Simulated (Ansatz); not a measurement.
# How fast states decay through Ca2ZrS4

Wanted: the relaxed cell of Ca2ZrS4, its band edges and its decay constants. It is built by putting Zr for Sn in the Ca2SnS4 structure of space group Cmmm, with the volume rescaled by atomic radii. The parent structure comes from the Materials Project.

Method: PBE DFT, plane waves, PAW files, in the first sound run; inputs show where later runs differ, in Ansatz 0.2.0.

The structure was built from a prototype and need not be the compound's stable phase.

### 1. Set-up

It takes space group Cmmm (No. 65, orthorhombic). The conventional cell has a = 8.353 Å, b = 11.579 Å, c = 3.955 Å, α = 90.00°, β = 90.00°, γ = 90.00°. Nearest to Ca lie 6 S at 2.89 to 2.91 Å. Nearest to Zr lie 6 S at 2.65 to 2.68 Å. Nearest to S lie 1 Zr at 2.65 Å and 4 Ca at 2.89 Å. S has 2 Zr at 2.68 Å and 2 Ca at 2.91 Å nearest. It derives from Ca2SnS4. Zr for Sn in the Ca2SnS4 structure of space group Cmmm. Farther neighbours and most contacts between anions are not listed.

Coordinates:

```cif
data_structure
_symmetry_space_group_name_H-M 'Cmmm'
_symmetry_Int_Tables_number 65
_cell_length_a 8.3529
_cell_length_b 11.5786
_cell_length_c 3.9546
_cell_angle_alpha 90.000
_cell_angle_beta 90.000
_cell_angle_gamma 90.000
_cell_volume 382.47
loop_
_atom_site_label
_atom_site_type_symbol
_atom_site_symmetry_multiplicity
_atom_site_Wyckoff_symbol
_atom_site_fract_x
_atom_site_fract_y
_atom_site_fract_z
_atom_site_occupancy
Ca1 Ca 4 f 0.25000 0.75000 0.50000 1
Zr1 Zr 2 a 0.00000 0.00000 0.00000 1
S1 S 4 i 0.50000 0.27090 0.00000 1
S2 S 4 h 0.21733 0.00000 0.50000 1
```

### 2. Relaxing the new crystal

The substituted atoms don't fit the parent's cell, so cell and atoms relax together. A small smearing keeps the run stable in case the gap closes on the way.

Input file input.yaml:

```yaml
crystal:
  lattice:
    - [4.17644615, -5.7892994226, 0.0]
    - [4.17644615, 5.7892994226, 0.0]
    - [0.0, 0.0, 3.9546064961]
  atoms:
    - { symbol: Ca, position: [0.5, 0.0, 0.5] }
    - { symbol: Ca, position: [0.0, 0.5, 0.5] }
    - { symbol: Zr, position: [0.0, 0.0, 0.0] }
    - { symbol: S, position: [0.22910062, 0.77089938, 0.0] }
    - { symbol: S, position: [0.77089938, 0.22910062, 0.0] }
    - { symbol: S, position: [0.21733061, 0.21733061, 0.5] }
    - { symbol: S, position: [0.78266939, 0.78266939, 0.5] }
kpoints:
  mp_grid: { grid: [4, 4, 6] }
scf:
  occupations: { method: gaussian, width: 0.03 }
hamiltonian:
  xc: pbe
output:
  forces: true
  stress: true
relax:
  f_tol: 0.02
  max_steps: 60
  cell: {}
```

Started as:

```sh
$ ansatz run input.yaml --threads 2 --pin off --max-ram 4096MiB --backend cpu --events-out ev --progress --plain --runs-dir out
```

Numbers of over 12 decimals in the logs are rounded to 6 here.

Output:

```text
Engine: ansatz 0.2.0, aarch64-unknown-linux-gnu
Pseudopotentials: kind: paw
Pseudopotential: Ca, paw, valence charge 10, recommended cutoff 420 eV (normal), Ca.paw.azcp
Pseudopotential: Zr, paw, valence charge 12, recommended cutoff 420 eV (normal), Zr.paw.azcp
Pseudopotential: S, paw, valence charge 6, recommended cutoff 420 eV (normal), S.paw.azcp
Functional definition: PBE
  parameter kappa = 0.804
  parameter beta = 0.066725
  exchange = pbe_x(kappa = kappa, mu = beta*pi^2/3)
  correlation = pbe_c(beta = beta)
Crystal: 7 atoms, lattice volume = 191.234 Å³
Basis set: ecut = 420 eV, 3747 PW (Γ), exchange–correlation on 96×96×54 points (8 copies of the dense FFT grid, shifted against one another)
Bands: 35, of which v1, the nominal top of the filled ones, is band 28 counted from 1 (27 counted from 0)
Symmetry: 8 space group operations
Space group: Cmmm (ITA 65), of the structure as read, at distance tolerance 5.8e-5 Å
k-points: 28 of 96
Non-local potential: Ca, projectors of the file, l = 0: 3, l = 1: 2, l = 2: 2
Non-local potential: Zr, projectors of the file, l = 0: 3, l = 1: 2, l = 2: 2, l = 3: 2
Non-local potential: S, projectors of the file, l = 0: 2, l = 1: 2, l = 2: 2
PAW form: soft (Blöchl's): semilocal exchange-correlation on the pseudo side does not see the compensation charge
PAW one-centre angular grid: Ca, 110 points (default); XC on 64 Gauss nodes
PAW one-centre angular grid: Zr, 590 points (default); XC on 64 Gauss nodes
PAW one-centre angular grid: S, 110 points (default); XC on 64 Gauss nodes
Initial density: superposition of atomic densities (neutral atoms: chi_scale 0, normalization atom), corrected by the library's trained network
Initial wavefunctions: pseudopotential atomic-orbital guess
Functional: x = pbe(κ = 0.804, μ = 0.219515), c = pbe(β = 0.066725)
SCF iter   1: F=—  HF=-11438.984278 eV  |F-HF|=—  |Δ(HF+E_count)|=         —  Δρ=1.07e-3  dr2=4.62e-3  ethr=1.77e-3  ⟨swp⟩=10.6  Hψ=5444  notcnv=0
preconditioner: auto → Resta (q_TF=auto, 2.223 Å⁻¹)  ε∞=5.1  [insulator: Δε(μ)=1.523 eV  Ē_g=7.536 eV  σ=0.030 eV  W_gap=1.00  n_scr=36 (ndim 8)  ℏωp=15.2 eV  f_vac=0.090  D(μ)=0.00/eV (n_scr^D=0)  ε∞_Penn≈5.1]
SCF iter   2: F=—  HF=-11438.983123 eV  |F-HF|=—  |Δ(HF+E_count)|=   1.16e-3  Δρ=4.76e-4  dr2=5.79e-4  ethr=8.25e-6  ⟨swp⟩=2.2  Hψ=2076  notcnv=0  defer=44
SCF iter   3: F=—  HF=-11438.983153 eV  |F-HF|=—  |Δ(HF+E_count)|=   3.03e-5  Δρ=1.89e-4  dr2=8.61e-5  ethr=1.03e-6  ⟨swp⟩=2.0  Hψ=1238  notcnv=0  defer=44
SCF iter   4: F=—  HF=-11438.983187 eV  |F-HF|=—  |Δ(HF+E_count)|=   3.42e-5  Δρ=5.00e-5  dr2=1.03e-5  ethr=1.54e-7  ⟨swp⟩=2.0  Hψ=1247  notcnv=0  defer=44
SCF iter   5: F=—  HF=-11438.983191 eV  |F-HF|=—  |Δ(HF+E_count)|=   3.90e-6  Δρ=1.92e-5  dr2=1.16e-6  ethr=1.83e-8  ⟨swp⟩=2.0  Hψ=1295  notcnv=0  defer=44
SCF iter   6: F=—  HF=-11438.983192 eV  |F-HF|=—  |Δ(HF+E_count)|=   9.99e-7  Δρ=7.25e-6  dr2=2.55e-7  ethr=2.07e-9  ⟨swp⟩=2.0  Hψ=1348  notcnv=0  defer=44
SCF iter   7: F=-11438.983192 eV  HF=-11438.983192 eV  |F-HF|=2.69e-8  |Δ(HF+E_count)|=   8.64e-8  Δρ=2.32e-6  dr2=2.13e-8  ethr=1.79e-10  ⟨swp⟩=4.1  Hψ=3158  notcnv=0
SCF 1 converged in 7 iterations: F = -11438.983192 eV  dr2 = 2.13e-8
  greatest PAW one-centre occupation: 0.995 electrons in one spin orbital (limit 2), on the Zr atom at site 2 (counted from 0), in its partial waves of l = 0
relax step   1: F+E_penalty+E_count = -11438.98319232 eV  Δ(F+E_penalty+E_count) = +0.000e0 eV  max|allowed force component| = 6.732e-1 eV/Å  Δτ_max = 0.0000 Å  P = -4.419 GPa  Ω = 191.234 Å³  (7 SCF iters, dr2 threshold 1.00e-7 eV, accepted)
Crystal: 7 atoms, lattice volume = 169.958 Å³
Basis set: ecut = 420 eV, 3343 PW (Γ), exchange–correlation on 96×96×54 points (8 copies of the dense FFT grid, shifted against one another)
Initial density: handed on by an earlier stage of this run
Initial wavefunctions: those handed on with the density
iter 1 solved again at ethr=4.05e-4 eV; its pass at ethr=3.10e-3 eV (dr2=2.27e-1 eV) is discarded
SCF iter   1: F=—  HF=-11439.000579 eV  |F-HF|=—  |Δ(HF+E_count)|=         —  Δρ=6.18e-3  dr2=2.29e-1  ethr=4.05e-4  ⟨swp⟩=1.7  Hψ=5676  notcnv=0
preconditioner: auto → Resta (q_TF=auto, 2.267 Å⁻¹)  ε∞=5.1  [insulator: Δε(μ)=1.512 eV  Ē_g=8.005 eV  σ=0.030 eV  W_gap=1.00  n_scr=32 (ndim 8)  ℏωp=16.1 eV  f_vac=0.076  D(μ)=0.00/eV (n_scr^D=0)  ε∞_Penn≈5.1]
SCF iter   2: F=—  HF=-11438.952931 eV  |F-HF|=—  |Δ(HF+E_count)|=   4.76e-2  Δρ=2.72e-3  dr2=3.35e-2  ethr=4.05e-4  ⟨swp⟩=3.0  Hψ=1551  notcnv=0
SCF iter   3: F=—  HF=-11438.945148 eV  |F-HF|=—  |Δ(HF+E_count)|=   7.78e-3  Δρ=1.31e-3  dr2=8.71e-3  ethr=5.99e-5  ⟨swp⟩=3.0  Hψ=1620  notcnv=0
SCF iter   4: F=—  HF=-11438.943945 eV  |F-HF|=—  |Δ(HF+E_count)|=   1.20e-3  Δρ=3.54e-4  dr2=6.90e-4  ethr=1.55e-5  ⟨swp⟩=2.1  Hψ=1496  notcnv=0
SCF iter   5: F=—  HF=-11438.944355 eV  |F-HF|=—  |Δ(HF+E_count)|=   4.10e-4  Δρ=1.29e-4  dr2=6.48e-5  ethr=1.23e-6  ⟨swp⟩=2.0  Hψ=1401  notcnv=0
SCF iter   6: F=—  HF=-11438.944453 eV  |F-HF|=—  |Δ(HF+E_count)|=   9.77e-5  Δρ=3.39e-5  dr2=4.11e-6  ethr=1.16e-7  ⟨swp⟩=2.0  Hψ=1327  notcnv=0
SCF iter   7: F=-11438.944462 eV  HF=-11438.944461 eV  |F-HF|=8.46e-7  |Δ(HF+E_count)|=   8.59e-6  Δρ=1.43e-5  dr2=5.20e-7  ethr=1.25e-9  ⟨swp⟩=5.0  Hψ=3632  notcnv=0
SCF 2 converged in 7 iterations: F = -11438.944462 eV  dr2 = 5.20e-7
relax step   2: F+E_penalty+E_count = -11438.94446208 eV  Δ(F+E_penalty+E_count) = +3.873e-2 eV  max|allowed force component| = 1.381e0 eV/Å  Δτ_max = 0.1094 Å  P = +5.130 GPa  Ω = 169.958 Å³  energy of the carried Pulay correction = +1.005e-3 eV  (7 SCF iters, dr2 threshold 7.00e-7 eV, rejected (line search))
Crystal: 7 atoms, lattice volume = 180.197 Å³
Basis set: ecut = 420 eV, 3551 PW (Γ), exchange–correlation on 96×96×54 points (8 copies of the dense FFT grid, shifted against one another)
iter 1 solved again at ethr=2.05e-4 eV; its pass at ethr=3.10e-3 eV (dr2=1.15e-1 eV) is discarded
SCF iter   1: F=—  HF=-11439.213658 eV  |F-HF|=—  |Δ(HF+E_count)|=         —  Δρ=4.07e-3  dr2=1.15e-1  ethr=2.05e-4  ⟨swp⟩=1.8  Hψ=5686  notcnv=0  defer=1
preconditioner: auto → Resta (q_TF=auto, 2.245 Å⁻¹)  ε∞=4.9  [insulator: Δε(μ)=1.646 eV  Ē_g=7.880 eV  σ=0.030 eV  W_gap=1.00  n_scr=36 (ndim 8)  ℏωp=15.6 eV  f_vac=0.090  D(μ)=0.00/eV (n_scr^D=0)  ε∞_Penn≈4.9]
SCF iter   2: F=—  HF=-11439.192097 eV  |F-HF|=—  |Δ(HF+E_count)|=   2.16e-2  Δρ=1.66e-3  dr2=1.03e-2  ethr=2.05e-4  ⟨swp⟩=3.4  Hψ=1621  notcnv=0
SCF iter   3: F=—  HF=-11439.190301 eV  |F-HF|=—  |Δ(HF+E_count)|=   1.80e-3  Δρ=8.54e-4  dr2=3.11e-3  ethr=1.84e-5  ⟨swp⟩=2.5  Hψ=1465  notcnv=0
SCF iter   4: F=—  HF=-11439.190062 eV  |F-HF|=—  |Δ(HF+E_count)|=   2.39e-4  Δρ=2.08e-4  dr2=2.16e-4  ethr=5.55e-6  ⟨swp⟩=2.0  Hψ=1332  notcnv=0
SCF iter   5: F=—  HF=-11439.190143 eV  |F-HF|=—  |Δ(HF+E_count)|=   8.16e-5  Δρ=6.65e-5  dr2=1.66e-5  ethr=3.86e-7  ⟨swp⟩=2.0  Hψ=1414  notcnv=0
SCF iter   6: F=—  HF=-11439.190198 eV  |F-HF|=—  |Δ(HF+E_count)|=   5.42e-5  Δρ=1.67e-5  dr2=1.32e-6  ethr=2.97e-8  ⟨swp⟩=2.0  Hψ=1324  notcnv=0
SCF iter   7: F=—  HF=-11439.190200 eV  |F-HF|=—  |Δ(HF+E_count)|=   2.82e-6  Δρ=6.46e-6  dr2=1.25e-7  ethr=2.35e-9  ⟨swp⟩=2.0  Hψ=1379  notcnv=0
SCF iter   8: F=—  HF=-11439.190201 eV  |F-HF|=—  |Δ(HF+E_count)|=   2.40e-7  Δρ=2.08e-6  dr2=1.36e-8  ethr=2.24e-10  ⟨swp⟩=2.0  Hψ=1412  notcnv=0
SCF iter   9: F=—  HF=-11439.190201 eV  |F-HF|=—  |Δ(HF+E_count)|=   1.98e-8  Δρ=5.75e-7  dr2=6.59e-10  ethr=2.43e-11  ⟨swp⟩=2.0  Hψ=1428  notcnv=0
SCF iter  10: F=—  HF=-11439.190201 eV  |F-HF|=—  |Δ(HF+E_count)|=   1.38e-9  Δρ=1.43e-7  dr2=8.44e-11  ethr=1.00e-12  ⟨swp⟩=5.0  Hψ=3832  notcnv=0
SCF iter  11: F=-11439.190201 eV  HF=-11439.190201 eV  |F-HF|=3.64e-12  |Δ(HF+E_count)|=  8.91e-11  Δρ=3.49e-8  dr2=3.99e-12  ethr=1.00e-12  ⟨swp⟩=4.3  Hψ=3022  notcnv=0
SCF 3 converged in 11 iterations: F = -11439.190201 eV  dr2 = 3.99e-12
relax step   3: F+E_penalty+E_count = -11439.19020062 eV  Δ(F+E_penalty+E_count) = -2.070e-1 eV  max|allowed force component| = 1.723e-1 eV/Å  Δτ_max = 0.0114 Å  P = -1.139 GPa  Ω = 180.197 Å³  energy of the carried Pulay correction = +5.068e-4 eV  (11 SCF iters, accepted)
[...]
relax step   4: F+E_penalty+E_count = -11439.20240220 eV  Δ(F+E_penalty+E_count) = -1.220e-2 eV  max|allowed force component| = 3.464e-2 eV/Å  Δτ_max = 0.0116 Å  P = +0.162 GPa  Ω = 176.421 Å³  energy of the carried Pulay correction = +6.872e-4 eV  (6 SCF iters, dr2 threshold 7.00e-7 eV, accepted)
[...]
relax step   5: F+E_penalty+E_count = -11439.20271480 eV  Δ(F+E_penalty+E_count) = -3.126e-4 eV  max|allowed force component| = 1.061e-2 eV/Å  Δτ_max = 0.0028 Å  P = +0.014 GPa  Ω = 176.793 Å³  energy of the carried Pulay correction = +6.692e-4 eV  (5 SCF iters, dr2 threshold 1.54e-7 eV, accepted)
[...]
relax step   6: F+E_penalty+E_count = -11439.20276602 eV  Δ(F+E_penalty+E_count) = -5.122e-5 eV  max|allowed force component| = 2.452e-3 eV/Å  Δτ_max = 0.0018 Å  P = +0.004 GPa  Ω = 176.882 Å³  energy of the carried Pulay correction = +6.650e-4 eV  (5 SCF iters, dr2 threshold 1.17e-8 eV, accepted)
Initial wavefunctions: pseudopotential atomic-orbital guess (no wavefunctions were taken with the density)
iter 1 solved again at ethr=2.05e-7 eV; its pass at ethr=3.10e-3 eV (dr2=1.15e-4 eV) is discarded
SCF iter   1: F=—  HF=-11439.202083 eV  |F-HF|=—  |Δ(HF+E_count)|=         —  Δρ=5.65e-5  dr2=6.79e-7  ethr=2.05e-7  ⟨swp⟩=3.2  Hψ=8583  notcnv=0  defer=1
preconditioner: auto → Resta (q_TF=auto, 2.252 Å⁻¹)  ε∞=5.0  [insulator: Δε(μ)=1.549 eV  Ē_g=7.867 eV  σ=0.030 eV  W_gap=1.00  n_scr=36 (ndim 8)  ℏωp=15.8 eV  f_vac=0.081  D(μ)=0.00/eV (n_scr^D=0)  ε∞_Penn≈5.0]
SCF iter   2: F=—  HF=-11439.202150 eV  |F-HF|=—  |Δ(HF+E_count)|=   6.68e-5  Δρ=2.91e-5  dr2=1.74e-7  ethr=1.21e-9  ⟨swp⟩=3.1  Hψ=1845  notcnv=0  defer=1
SCF iter   3: F=—  HF=-11439.202150 eV  |F-HF|=—  |Δ(HF+E_count)|=   3.23e-7  Δρ=1.81e-6  dr2=5.37e-9  ethr=3.11e-10  ⟨swp⟩=2.0  Hψ=1610  notcnv=0
SCF iter   4: F=—  HF=-11439.202150 eV  |F-HF|=—  |Δ(HF+E_count)|=  7.46e-11  Δρ=5.23e-7  dr2=4.78e-10  ethr=9.59e-12  ⟨swp⟩=2.0  Hψ=1394  notcnv=0
SCF iter   5: F=—  HF=-11439.202150 eV  |F-HF|=—  |Δ(HF+E_count)|=  4.71e-10  Δρ=1.40e-7  dr2=1.46e-10  ethr=1.00e-12  ⟨swp⟩=5.0  Hψ=3740  notcnv=0
SCF iter   6: F=-11439.202150 eV  HF=-11439.202150 eV  |F-HF|=9.09e-12  |Δ(HF+E_count)|=  9.28e-11  Δρ=9.72e-8  dr2=4.82e-11  ethr=1.00e-12  ⟨swp⟩=4.7  Hψ=3114  notcnv=0
SCF 7 converged in 6 iterations: F = -11439.202150 eV  dr2 = 4.82e-11
relax step   7: F+E_penalty+E_count = -11439.20215006 eV  Δ(F+E_penalty+E_count) = +6.160e-4 eV  max|allowed force component| = 2.638e-3 eV/Å  Δτ_max = 0.0000 Å  P = +0.003 GPa  Ω = 176.882 Å³  stress off target by 5.95e-3 GPa  SCF on the basis re-selected at this cell (its energy is not comparable with the rows above)  (6 SCF iters)
basis re-selected at this cell: Δ(F+E_penalty+E_count) = +6.160e-4 eV, ΔP = -0.001 GPa vs the last step (what re-selecting the basis moved, of the pressure what is left beyond the Pulay correction that the steps carried, after the strain that the cell walked since its last selection, with what the two solves' SCF thresholds leave and, on support functions, any second-order correction that the steps lacked; it is no m [...]
SCF converged after 6 iterations
Free energy (F): -11439.202150 eV
Harris-Foulkes:  -11439.202150 eV  (|F-HF|=9.09e-12)
Internal energy: -11439.202150 eV  (E = F + TS)
E sigma→0 (E₀):  -11439.202150 eV
Fermi energy:    6.054892 eV
--- Per-component energies (eV) ---
  E_band       = -497.818423
  E_kinetic    = 1318.455449
  E_local      = -3467.192242  (includes V_loc(G=0)·N_el)
  E_nonlocal   = 317.579350
  E_hartree    = 1224.632348
  E_xc         = -828.510020
  E_vxc        = -887.990779  (∫ρ·V_xc dr)
  E_paw        = -7071.030840  (= ΣΔE_a)
  E_vpaw       = -227.934918  (= ΣTr[D̂ρ^β])
  E_aug_tail   = 0.000019  (compensation charges beyond the density's cutoff)
  E_ewald      = -2933.136214
  E_smearing   = -0.000000  (= −TS)
  E_closure    = -0.000000  (closes the sum)
  Σ components = -11439.202150   (vs F -11439.202150, Δ=0.00e0)
--- Forces (eV/Å), atoms counted from 1 ---
  atom   1  Ca    -0.00000000     0.00000000     0.00000000
  atom   2  Ca    -0.00000000     0.00000000     0.00000000
  atom   3  Zr     0.00000000     0.00000000     0.00000000
  atom   4  S      0.00000000    -0.00139628     0.00000000
  atom   5  S     -0.00000000     0.00139628     0.00000000
  atom   6  S      0.00263752    -0.00000000     0.00000000
  atom   7  S     -0.00263752     0.00000000    -0.00000000
  max |Σ_I F_I| component: 4.34e-19 eV/Å
--- Stress (GPa, compression-positive) ---
        0.005949       0.000000       0.000000
        0.000000       0.000211      -0.000000
        0.000000      -0.000000       0.001523
  P = ⅓ Tr σ = 0.0026 GPa (0.026 kbar)
--- Relaxed structure (6 steps of the walk, 5 accepted, 1 SCFs on fresh bases) ---
  F+E_penalty+E_count = -11439.20215006 eV   max|allowed force component| = 2.638e-3 eV/Å   (the final SCF, on the basis selected at the relaxed cell)
  cell:  # Å, volume = 176.8816 Å³
    - [4.080376, -5.618752, 0.0]
    - [4.080376, 5.618752, 0.0]
    - [0.0, 0.0, 3.857559]
  atoms:
    - { symbol: Ca, position: [0.5, -5.551115123125783e-17, 0.500000] }
    - { symbol: Ca, position: [-5.551115123125783e-17, 0.5, 0.500000] }
    - { symbol: Zr, position: [0, 0, 0.0] }
    - { symbol: S, position: [0.230131, 0.769869, 0.0] }
    - { symbol: S, position: [0.769869, 0.230131, 0.0] }
    - { symbol: S, position: [0.215225, 0.215225, 0.500000] }
    - { symbol: S, position: [0.784775, 0.784775, 0.500000] }
```

Run time: 35 s. Hardware: 2 threads of Arm Neoverse V2, shared host; peak memory 0.53 GiB.

Relaxation path:

```csv
step,energy less that of the first step (eV),largest force component (eV/Å),pressure (GPa),volume (Å³)
1,0.0000,0.6732,-4.42,191.23
2,0.0387,1.3807,5.13,169.96
3,-0.2070,0.1723,-1.14,180.20
4,-0.2192,0.0346,0.16,176.42
5,-0.2195,0.0106,0.01,176.79
6,-0.2196,0.0025,0.00,176.88
7*,-0.2190,0.0026,0.00,176.88
```

Relaxation steps marked * repeat the geometry before them on a plane-wave basis chosen anew for their cell, so energy and pressure can jump there. Relaxation step 2 was tried and not accepted.

The run keeps the 8 symmetry operations that it works with, so distortions that break them were not tested.

```csv
"conventional cell, symmetrised",before,after,change
a (Å),8.353,8.161,-2.3 %
b (Å),11.579,11.238,-2.9 %
c (Å),3.955,3.858,-2.5 %
volume (Å³/atom),27.32,25.27,-7.5 %
```

The atoms that moved most (Å, as changes of fractional coordinates times the final cell):

```csv
atom,dx,dy,dz,length
S6,-0.017,0.000,0.000,0.017
S7,0.017,0.000,0.000,0.017
S4,0.000,-0.012,0.000,0.012
S5,0.000,0.012,0.000,0.012
```

Final coordinates:

```cif
data_structure
_symmetry_space_group_name_H-M 'P 1'
_symmetry_Int_Tables_number 1
_cell_length_a 6.9441
_cell_length_b 6.9441
_cell_length_c 3.8576
_cell_angle_alpha 90.000
_cell_angle_beta 90.000
_cell_angle_gamma 108.025
_cell_volume 176.88
loop_
_atom_site_label
_atom_site_type_symbol
_atom_site_fract_x
_atom_site_fract_y
_atom_site_fract_z
_atom_site_occupancy
Ca1 Ca 0.50000 0.00000 0.50000 1
Ca2 Ca 0.00000 0.50000 0.50000 1
Zr3 Zr 0.00000 0.00000 0.00000 1
S4 S 0.23013 0.76987 0.00000 1
S5 S 0.76987 0.23013 0.00000 1
S6 S 0.21523 0.21523 0.50000 1
S7 S 0.78477 0.78477 0.50000 1
```

Numbers from this step:

| Quantity | Value |
| --- | --- |
| free energy | -11439.2022 eV |
| Fermi energy | 6.055 eV |
| pressure | 0.002561 GPa |

The largest force component on a free atom ends at 0.0026 eV/Å.

(Continued in part 2 of 3.)

[Logs are printed without paths, hosts, clocks, repeated set-up lines and the standing remarks that a program may print on its own settings, such as how far it seeks lower states.]

[Hosts, paths, dates, database ids (printed as entryN), source tags and the programs' standing remarks are cut or masked in the printed files.]
